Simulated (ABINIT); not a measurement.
**BiOBr (P4/nmm): changed settings of a GW run in ABINIT**

What do changed inputs do to GW on BiOBr (P4/nmm)?

Calculated with ABINIT 10.8.3; LDA and many-body steps on it, plane waves.

The database entry behind the starting cell differs from later determinations by our own check (0.1 to 0.3 % short, probably kX units), so it need not match the best structure at ambient conditions.

## 1. Starting point

Symmetry: P4/nmm, No. 129, tetragonal system. The conventional cell has a = 3.916 Å, b = 3.916 Å, c = 8.077 Å, α = 90.00°, β = 90.00°, γ = 90.00°. Bi has 4 O at 2.32 Å and 4 Br at 3.18 Å nearest. Br has 4 Bi at 3.18 Å nearest. Nearest to O lie 4 Bi at 2.32 Å. Farther neighbours and most contacts between anions are not listed.

The cell and positions come from the Crystallography Open Database and are kept as given unless a step says otherwise. Spin-orbit coupling is left out unless a step names it.

## 2. Screening, 2×2×1 mesh, 87 bands, screening to 87.1 eV

This step: ABINIT 10.8.3; RPA screening on LDA, plane waves, norm-conserving pseudopotentials.

The RPA dielectric matrix is built and inverted for each q.

run.abi

```
acell 3*1.0 Angstrom
rprim 
  3.916000000000 0.000000000000 0.000000000000
  0.000000000000 3.916000000000 0.000000000000
  0.000000000000 0.000000000000 8.077000000000
ntypat 3
znucl 83 35 8
natom 6
typat 1 1 2 2 3 3
xred 
  0.000000000000 0.500000000000 0.154000000000
  0.500000000000 0.000000000000 0.846000000000
  0.000000000000 0.500000000000 0.653000000000
  0.500000000000 0.000000000000 0.347000000000
  0.000000000000 0.000000000000 0.000000000000
  0.500000000000 0.500000000000 0.000000000000
pp_dirpath "pseudos"
pseudos "Bi.upf, Br.upf, O.upf"
ecut 42
ngkpt 2 2 1
nshiftk 1
shiftk 0 0 0
kptopt 1
chksymbreak 0
istwfk *1
occopt 1
irdwfk 1
optdriver 3
nband 87
ecuteps 3.2
inclvkb 2
awtr 1
symchi 1
indata_prefix "in"
outdata_prefix "out"
tmpdata_prefix "tmp"
```

The run is started by

```sh
$ OMP_NUM_THREADS=1 mpirun -n 8 abinit run.abi > log
```

Output:

```text
.Version 10.8.3 of ABINIT. v10.8.2 released Aug 2026.

 Symmetries : space group P4/n m m (#129); Bravais tP (primitive tetrag.)
[... echo of the input left out ...]
== DATASET  1 ==================================================================
-   mpi_nproc: 8, omp_nthreads: 1 (-1 if OMP is not activated)

--- !DatasetInfo
iteration_state: {dtset: 1, }
dimensions: {natom: 6, nkpt: 3, mband: 87, nsppol: 1, nspinor: 1, nspden: 1, mpw: 10904, }
cutoff_energies: {ecut:  42.0, pawecutdg:  -1.0, }
electrons: {nelect:   9.20000000E+01, charge:   0.00000000E+00, occopt:   1.00000000E+00, tsmear:   1.00000000E-02, }

 SCREENING: Calculation of the susceptibility and dielectric matrices

 Based on a program developped by R.W. Godby, V. Olevano, G. Onida, and L. Reining.
 Incorporated in ABINIT by V. Olevano, G.-M. Rignanese, and M. Torrent.
.Using double precision arithmetic ; gwpc =  8

[... cell and pseudopotentials left out ...]
--------------------------------------------------------------------------------

 ==== K-mesh for the wavefunctions ====
 Number of points in the irreducible wedge :     3
[... list of points left out ...]
 Together with 16 symmetry operations and time-reversal symmetry
 yields     4 points in the full Brillouin Zone.

 ==== Q-mesh for the screening function ====
 Number of points in the irreducible wedge :     3
[... list of points left out ...]
 Together with 16 symmetry operations and time-reversal symmetry
 yields     4 points in the full Brillouin Zone.

 setmesh: FFT mesh size selected  =    30x   30x   60
          total number of points  =        54000

 vcoul_init : cutoff-mode = AUXILIARY_FUNCTION
 q-points for optical limit:   1
     1)      0.000010    0.000020    0.000030

- screening: taking advantage of time-reversal symmetry
- Maximum band index for partially occupied states nbvw = 46
- Remaining bands to be divided among processors   nbcw = 41
- Number of bands treated by each node ~5

 Number of electrons calculated from density =   92.0000; Expected =   92.0000
 average of density, n =  0.110067
 r_s =    1.2944
 omega_plasma =   32.0025 [eV]

 calculating chi0 at frequencies [eV] :
  1    0.000000E+00    0.000000E+00
  2    0.000000E+00    3.200247E+01

--------------------------------------------------------------------------------
  q-point number  1        q = ( 0.000000, 0.000000, 0.000000) [r.l.u.]
--------------------------------------------------------------------------------
[... chi0 elements left out ...]
 For q-point:  0.000010 0.000020 0.000030
  dielectric constant =   8.0525
  dielectric constant without local fields =   8.9835

  Average fulfillment of the sum rule on Im[epsilon] for q-point    1 :     29.29  [%]
[... wings left out ...]
  q-point number  2        q = ( 0.500000, 0.000000, 0.000000) [r.l.u.]
--------------------------------------------------------------------------------
[... chi0 elements left out ...]
  Average fulfillment of the sum rule on Im[epsilon] for q-point    2 :     30.90  [%]

 [... 1 further q-points ...]
```

Wall time 14 s (8 MPI ranks of Arm Neoverse V1, shared host); peak memory 2.2 GiB; 1.8 min of CPU time.

This step gave:

```yaml
eps_infinity_with_local_fields_on_this_mesh_along_the_program_s_q_direction: 8.053
the_same_without_local_fields: 8.983
plasma_frequency: 32.00 eV
plane_waves_in_the_screening_matrix: 221
```

Local fields lower ε∞ by 10 %. On a Γ-centred mesh this coarse the value itself is usually too large, while a short band sum pulls it down.

## 3. Base

The self-energy is evaluated for the states that the input lists, and the levels follow from it, in one-shot runs by the linearised quasiparticle equation.

This step: G0W0 on LDA, plane waves, norm-conserving pseudopotentials.

Changes to run.abi since step 2:

```diff
@@ -27,8 +27,17 @@
 irdwfk 1
-optdriver 3
+optdriver 4
 nband 87
+gwcalctyp 0
+ecutsigx 42
+symsigma 1
+nkptgw 2
+kptgw 
+  0.5000000000 0.0000000000 0.0000000000
+  0.0000000000 0.0000000000 0.0000000000
+bdgw 
+  45 48
+  44 48
 ecuteps 3.2
-inclvkb 2
-awtr 1
-symchi 1
+irdscr 1
+ppmodel 1
 indata_prefix "in"
```

Output:

```text
.Version 10.8.3 of ABINIT. v10.8.2 released Aug 2026.

 Symmetries : space group P4/n m m (#129); Bravais tP (primitive tetrag.)
[... echo of the input left out ...]
== DATASET  1 ==================================================================
-   mpi_nproc: 8, omp_nthreads: 1 (-1 if OMP is not activated)

--- !DatasetInfo
iteration_state: {dtset: 1, }
dimensions: {natom: 6, nkpt: 3, mband: 87, nsppol: 1, nspinor: 1, nspden: 1, mpw: 10904, }
cutoff_energies: {ecut:  42.0, pawecutdg:  -1.0, }
electrons: {nelect:   9.20000000E+01, charge:   0.00000000E+00, occopt:   1.00000000E+00, tsmear:   1.00000000E-02, }

 SIGMA: Calculation of the GW corrections

 Based on a program developped by R.W. Godby, V. Olevano, G. Onida, and L. Reining.
 Incorporated in ABINIT by V. Olevano, G.-M. Rignanese, and M. Torrent.
.Using double precision arithmetic ; gwpc =  8

[... cell and pseudopotentials left out ...]
--------------------------------------------------------------------------------

 ==== K-mesh for the wavefunctions ====
 Number of points in the irreducible wedge :     3
[... list of points left out ...]
 Together with 16 symmetry operations and time-reversal symmetry
 yields     4 points in the full Brillouin Zone.

 ==== Q-mesh for screening function ====
 Number of points in the irreducible wedge :     3
[... list of points left out ...]
 Together with 16 symmetry operations and time-reversal symmetry
 yields     4 points in the full Brillouin Zone.

 vcoul_init : cutoff-mode = AUXILIARY_FUNCTION
 q-points for optical limit:   1
     1)      0.000010    0.000020    0.000030
 setmesh: FFT mesh size selected  =    48x   48x   96
          total number of points  =       221184

 Number of electrons calculated from density =   92.0000; Expected =   92.0000
 average of density, n =  0.110067
 r_s =    1.2944
 omega_plasma =   32.0025 [eV]

 === KS Band Gaps ===
  >>>> For spin  1
   Minimum direct gap =   2.9552 [eV], located at k-point      :   0.0000  0.0000  0.0000
   Fundamental gap    =   2.4059 [eV], Top of valence bands at :   0.5000  0.0000  0.0000
                                       Bottom of conduction at :   0.0000  0.0000  0.0000
 SIGMA fundamental parameters:
 PLASMON POLE MODEL  1
 number of plane-waves for SigmaX                10817
 number of plane-waves for SigmaC and W            221
 number of plane-waves for wavefunctions         10817
 number of bands                                    87
 number of independent spin polarizations            1
 number of spinorial components                      1
 number of k-points in IBZ                           3
 number of q-points in IBZ                           3
 number of symmetry operations                      16
 number of k-points in BZ                            4
 number of q-points in BZ                            4
 number of frequencies for dSigma/dE                 9
 frequency step for dSigma/dE [eV]                0.25
 number of omega for Sigma on real axis              0
 max omega for Sigma on real axis  [eV]           0.00
 zcut for avoiding poles [eV]                     0.10

 EPSILON^-1 parameters (SCR file):
 dimension of the eps^-1 matrix on file            221
 dimension of the eps^-1 matrix used               221
 number of plane-waves for wavefunctions         10817
 number of bands                                    87
 number of q-points in IBZ                           3
 number of frequencies                               2
 number of real frequencies                          1
 number of imag frequencies                          1

 matrix elements of self-energy operator (all in [eV])

 Perturbative Calculation

--- !SelfEnergy_ee
iteration_state: {dtset: 1, }
kpoint     : [   0.500,    0.000,    0.000, ]
spin       : 1
KS_gap     :    4.386
QP_gap     :    5.869
Delta_QP_KS:    1.482
data: !SigmaeeData |
     Band     E0 <VxcDFT>   SigX SigC(E0)      Z dSigC/dE  Sig(E)    E-E0       E
       45   4.997 -16.835 -20.784   3.737   0.792  -0.262 -17.002  -0.167   4.830
       46   4.997 -16.835 -20.784   3.737   0.792  -0.262 -17.002  -0.167   4.830
       47   9.384 -14.394  -9.966  -2.810   0.813  -0.231 -13.079   1.315  10.699
       48   9.384 -14.394  -9.966  -2.810   0.813  -0.231 -13.079   1.315  10.699

--- !SelfEnergy_ee
iteration_state: {dtset: 1, }
kpoint     : [   0.000,    0.000,    0.000, ]
spin       : 1
KS_gap     :    2.955
QP_gap     :    4.756
Delta_QP_KS:    1.801
data: !SigmaeeData |
     Band     E0 <VxcDFT>   SigX SigC(E0)      Z dSigC/dE  Sig(E)    E-E0       E
       44   4.379 -15.187 -19.838   3.805   0.795  -0.257 -15.860  -0.673   3.705
       45   4.379 -15.187 -19.838   3.805   0.795  -0.257 -15.860  -0.673   3.705
       46   4.448 -14.612 -18.502   3.253   0.805  -0.243 -15.124  -0.512   3.936
       47   7.403 -13.292  -8.680  -3.046   0.823  -0.215 -12.003   1.289   8.692
       48   8.306 -13.633  -9.523  -2.661   0.821  -0.217 -12.443   1.190   9.496

== END DATASET(S) ==============================================================
================================================================================

 -outvars: echo values of variables after computation  --------
           etotal      0.0000000000E+00
            nband          87
             nkpt           3
          spgroup         129
 [... the other variables as echoed above ...]

 Calculation completed.
```

Run time: 6.2 s. Hardware: 8 MPI ranks; peak memory 1.3 GiB.

Numbers from this step:

* G0W0 gap on the points computed: 3.862 eV
* starting gap on the mesh: 2.406 eV
* k of the valence top: 0.5, 0, 0
* k of the conduction bottom: 0, 0, 0
* Z at the valence top: 0.792
* Z at the conduction bottom: 0.823
* least direct G0W0 gap on the computed points: 4.756 eV

The gap on the mesh goes from 2.41 eV to 3.86 eV, a correction of +1.46 eV.

## 4. Fewer bands in the self-energy

Changes to run.abi since step 3:

```diff
@@ -28,3 +28,3 @@
 optdriver 4
-nband 87
+nband 56
 gwcalctyp 0
```

Output:

```text
.Version 10.8.3 of ABINIT. v10.8.2 released Aug 2026.

 Symmetries : space group P4/n m m (#129); Bravais tP (primitive tetrag.)
[... echo of the input left out ...]
== DATASET  1 ==================================================================
-   mpi_nproc: 8, omp_nthreads: 1 (-1 if OMP is not activated)

--- !DatasetInfo
iteration_state: {dtset: 1, }
dimensions: {natom: 6, nkpt: 3, mband: 56, nsppol: 1, nspinor: 1, nspden: 1, mpw: 10904, }
cutoff_energies: {ecut:  42.0, pawecutdg:  -1.0, }
electrons: {nelect:   9.20000000E+01, charge:   0.00000000E+00, occopt:   1.00000000E+00, tsmear:   1.00000000E-02, }

 SIGMA: Calculation of the GW corrections

 Based on a program developped by R.W. Godby, V. Olevano, G. Onida, and L. Reining.
 Incorporated in ABINIT by V. Olevano, G.-M. Rignanese, and M. Torrent.
.Using double precision arithmetic ; gwpc =  8

[... cell and pseudopotentials left out ...]
--------------------------------------------------------------------------------

 ==== K-mesh for the wavefunctions ====
 Number of points in the irreducible wedge :     3
[... list of points left out ...]
 Together with 16 symmetry operations and time-reversal symmetry
 yields     4 points in the full Brillouin Zone.

 ==== Q-mesh for screening function ====
 Number of points in the irreducible wedge :     3
[... list of points left out ...]
 Together with 16 symmetry operations and time-reversal symmetry
 yields     4 points in the full Brillouin Zone.

 vcoul_init : cutoff-mode = AUXILIARY_FUNCTION
 q-points for optical limit:   1
     1)      0.000010    0.000020    0.000030
 setmesh: FFT mesh size selected  =    48x   48x   96
          total number of points  =       221184

 Number of electrons calculated from density =   92.0000; Expected =   92.0000
[...]
number of omega for Sigma on real axis              0
 max omega for Sigma on real axis  [eV]           0.00
 zcut for avoiding poles [eV]                     0.10

 EPSILON^-1 parameters (SCR file):
 dimension of the eps^-1 matrix on file            221
 dimension of the eps^-1 matrix used               221
 number of plane-waves for wavefunctions         10817
 number of bands                                    87
 number of q-points in IBZ                           3
 number of frequencies                               2
 number of real frequencies                          1
 number of imag frequencies                          1

 matrix elements of self-energy operator (all in [eV])

 Perturbative Calculation

--- !SelfEnergy_ee
iteration_state: {dtset: 1, }
kpoint     : [   0.500,    0.000,    0.000, ]
spin       : 1
KS_gap     :    4.386
QP_gap     :    6.121
Delta_QP_KS:    1.734
data: !SigmaeeData |
     Band     E0 <VxcDFT>   SigX SigC(E0)      Z dSigC/dE  Sig(E)    E-E0       E
       45   4.997 -16.835 -20.784   4.296   0.801  -0.248 -16.557   0.278   5.275
       46   4.997 -16.835 -20.784   4.296   0.801  -0.248 -16.557   0.278   5.275
       47   9.384 -14.394  -9.966  -1.999   0.828  -0.207 -12.382   2.012  11.396
[...]
--- !SelfEnergy_ee
iteration_state: {dtset: 1, }
kpoint     : [   0.000,    0.000,    0.000, ]
spin       : 1
KS_gap     :    2.955
QP_gap     :    4.920
Delta_QP_KS:    1.965
data: !SigmaeeData |
     Band     E0 <VxcDFT>   SigX SigC(E0)      Z dSigC/dE  Sig(E)    E-E0       E
[...]
47   7.403 -13.292  -8.680  -2.303   0.837  -0.195 -11.359   1.933   9.336
       48   8.306 -13.633  -9.523  -1.934   0.835  -0.197 -11.816   1.817  10.122

== END DATASET(S) ==============================================================
================================================================================

 -outvars: echo values of variables after computation  --------
           etotal      0.0000000000E+00
            nband          56
             nkpt           3
          spgroup         129
 [... the other variables as echoed above ...]

 Calculation completed.
```

It took 5.8 s on 8 MPI ranks; peak memory 0.37 GiB.

This step gave:

| Property | Result |
| --- | --- |
| G0W0 gap on the points computed | 4.061 eV |
| starting gap on the mesh | 2.406 eV |
| k of the valence top | 0.5, 0, 0 |
| k of the conduction bottom | 0, 0, 0 |
| Z at the valence top | 0.801 |
| Z at the conduction bottom | 0.837 |
| least direct G0W0 gap on the computed points | 4.921 eV |

## 5. Scissors in G

Changes to run.abi since step 4:

```diff
@@ -28,3 +28,3 @@
 optdriver 4
-nband 56
+nband 87
 gwcalctyp 0
@@ -42,2 +42,3 @@
 ppmodel 1
+mbpt_sciss 1.0 eV
 indata_prefix "in"
```

Output:

```text
.Version 10.8.3 of ABINIT. v10.8.2 released Aug 2026.

 Symmetries : space group P4/n m m (#129); Bravais tP (primitive tetrag.)
[... echo of the input left out ...]
== DATASET  1 ==================================================================
-   mpi_nproc: 8, omp_nthreads: 1 (-1 if OMP is not activated)

--- !DatasetInfo
iteration_state: {dtset: 1, }
dimensions: {natom: 6, nkpt: 3, mband: 87, nsppol: 1, nspinor: 1, nspden: 1, mpw: 10904, }
cutoff_energies: {ecut:  42.0, pawecutdg:  -1.0, }
electrons: {nelect:   9.20000000E+01, charge:   0.00000000E+00, occopt:   1.00000000E+00, tsmear:   1.00000000E-02, }

 SIGMA: Calculation of the GW corrections

 Based on a program developped by R.W. Godby, V. Olevano, G. Onida, and L. Reining.
 Incorporated in ABINIT by V. Olevano, G.-M. Rignanese, and M. Torrent.
.Using double precision arithmetic ; gwpc =  8

[... cell and pseudopotentials left out ...]
--------------------------------------------------------------------------------

 ==== K-mesh for the wavefunctions ====
 Number of points in the irreducible wedge :     3
[... list of points left out ...]
 Together with 16 symmetry operations and time-reversal symmetry
 yields     4 points in the full Brillouin Zone.

 ==== Q-mesh for screening function ====
 Number of points in the irreducible wedge :     3
[... list of points left out ...]
 Together with 16 symmetry operations and time-reversal symmetry
 yields     4 points in the full Brillouin Zone.

 vcoul_init : cutoff-mode = AUXILIARY_FUNCTION
 q-points for optical limit:   1
     1)      0.000010    0.000020    0.000030
 setmesh: FFT mesh size selected  =    48x   48x   96
          total number of points  =       221184

 Number of electrons calculated from density =   92.0000; Expected =   92.0000
[...]
max omega for Sigma on real axis  [eV]           0.00
 zcut for avoiding poles [eV]                     0.10
 scissor energy [eV]                              1.00

 EPSILON^-1 parameters (SCR file):
 dimension of the eps^-1 matrix on file            221
 dimension of the eps^-1 matrix used               221
 number of plane-waves for wavefunctions         10817
 number of bands                                    87
 number of q-points in IBZ                           3
 number of frequencies                               2
 number of real frequencies                          1
 number of imag frequencies                          1

 matrix elements of self-energy operator (all in [eV])

 Perturbative Calculation

--- !SelfEnergy_ee
iteration_state: {dtset: 1, }
kpoint     : [   0.500,    0.000,    0.000, ]
spin       : 1
KS_gap     :    4.386
QP_gap     :    5.992
Delta_QP_KS:    1.605
data: !SigmaeeData |
     Band     E0 <VxcDFT>   SigX SigC(E0)      Z dSigC/dE  Sig(E)    E-E0       E
       45   4.997 -16.835 -20.784   3.776   0.794  -0.260 -16.972  -0.137   4.860
       46   4.997 -16.835 -20.784   3.776   0.794  -0.260 -16.972  -0.137   4.860
       47   9.384 -14.394  -9.966  -2.853   0.814  -0.228 -12.926   1.469  10.852
[...]
--- !SelfEnergy_ee
iteration_state: {dtset: 1, }
kpoint     : [   0.000,    0.000,    0.000, ]
spin       : 1
KS_gap     :    2.955
QP_gap     :    4.877
Delta_QP_KS:    1.922
data: !SigmaeeData |
     Band     E0 <VxcDFT>   SigX SigC(E0)      Z dSigC/dE  Sig(E)    E-E0       E
[...]
47   7.403 -13.292  -8.680  -3.080   0.825  -0.212 -11.854   1.439   8.842
       48   8.306 -13.633  -9.523  -2.703   0.823  -0.214 -12.298   1.335   9.641

== END DATASET(S) ==============================================================
================================================================================

 -outvars: echo values of variables after computation  --------
           etotal      0.0000000000E+00
            nband          87
             nkpt           3
          spgroup         129
 [... the other variables as echoed above ...]

 Calculation completed.
```

Wall time 6.3 s (8 MPI ranks); peak memory 1.3 GiB.

Numbers from this step:

```yaml
g0w0_gap_on_the_points_computed: 3.982 eV
starting_gap_on_the_mesh: 2.406 eV
k_of_the_valence_top: 0.5, 0, 0
k_of_the_conduction_bottom: 0, 0, 0
z_at_the_valence_top: 0.794
z_at_the_conduction_bottom: 0.825
least_direct_g0w0_gap_on_the_computed_points: 4.877 eV
```

(Continued in part 2 of 2.)

[Paths, hosts, dates, memory and timing lines, banners, echoed tables and standing remarks are left out of the program output.]

[Logs are printed without paths, hosts, clocks, repeated set-up lines and the standing remarks that a program may print on its own settings, such as how far it seeks lower states.]

[Runs of the session that timed out or met a known fault of the program may be left out.]

[No measured gap is set beside runs whose start may be inverted or whose files or cutoffs have a known fault.]

[Hosts, paths, dates, database ids (printed as entryN), source tags and the programs' standing remarks are cut or masked in the printed files.]

[G0W0 gaps are taken among the corrected bands and points alone; a level outside them can change the order at an edge.]

[Where Ansatz stands beside ABINIT at settings called matched, ABINIT's density can come from a denser mesh and the files from another edition; pairs whose starting gaps differed by over 0.03 eV were left out, so agreement reads better than it is.]
